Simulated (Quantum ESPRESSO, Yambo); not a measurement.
Planning a run of Yambo 5.3.0 on InF3 (R-3c). The input:

```
HF_and_locXC
gw0
dyson
ppa
em1d
rim_cut
RandQpts= 1000000
RandGvec= 1 RL
EXXRLvcs= 80 Ry
VXCRLvcs= 320 Ry
Chimod= "HARTREE"
% BndsRnXp
 1 | 120 |
%
NGsBlkXp= 6.5 Ry
% LongDrXp
 1 | 1 | 1 |
%
% GbndRnge
 1 | 120 |
%
DysSolver= "n"
ExtendOut
PPAPntXp= 27.21138 eV
% QPkrange
 7 | 7 | 41 | 44 |
 1 | 1 | 41 | 44 |
%
```

```sh
OMP_NUM_THREADS=2 mpirun -n 4 yambo -F gw1.in -J gw1 -C gw1 > gw1.log
```

The stored states that it reads are on a 4×4×4 mesh. The structure is trigonal, space group R-3c (No. 167). The conventional cell has a = 5.204 Å, b = 5.204 Å, c = 14.723 Å, α = 90.00°, β = 90.00°, γ = 120.00°. In has 6 F at 2.08 Å nearest. Nearest to F lie 2 In at 2.08 Å. Farther neighbours and most contacts between anions are not listed.

Question: Estimate wall time and host memory on 4 MPI ranks of Arm Neoverse V2, shared host.

It took 6.3 min; on shared hardware allow 3.2 min to 13 min. Peak host memory was 6.3 GiB.

The screening grows as filled bands × empty bands × pairs of k points, times the square of the screening basis for the matrix.

[Paths, hosts, dates, memory and timing lines, banners, echoed tables and standing remarks are left out of the program output.]

[Logs are printed without paths, hosts, clocks, repeated set-up lines and the standing remarks that a program may print on its own settings, such as how far it seeks lower states.]

[Runs of the session that timed out or met a known fault of the program may be left out.]

[Hosts, paths, dates, database ids (printed as entryN), source tags and the programs' standing remarks are cut or masked in the printed files.]
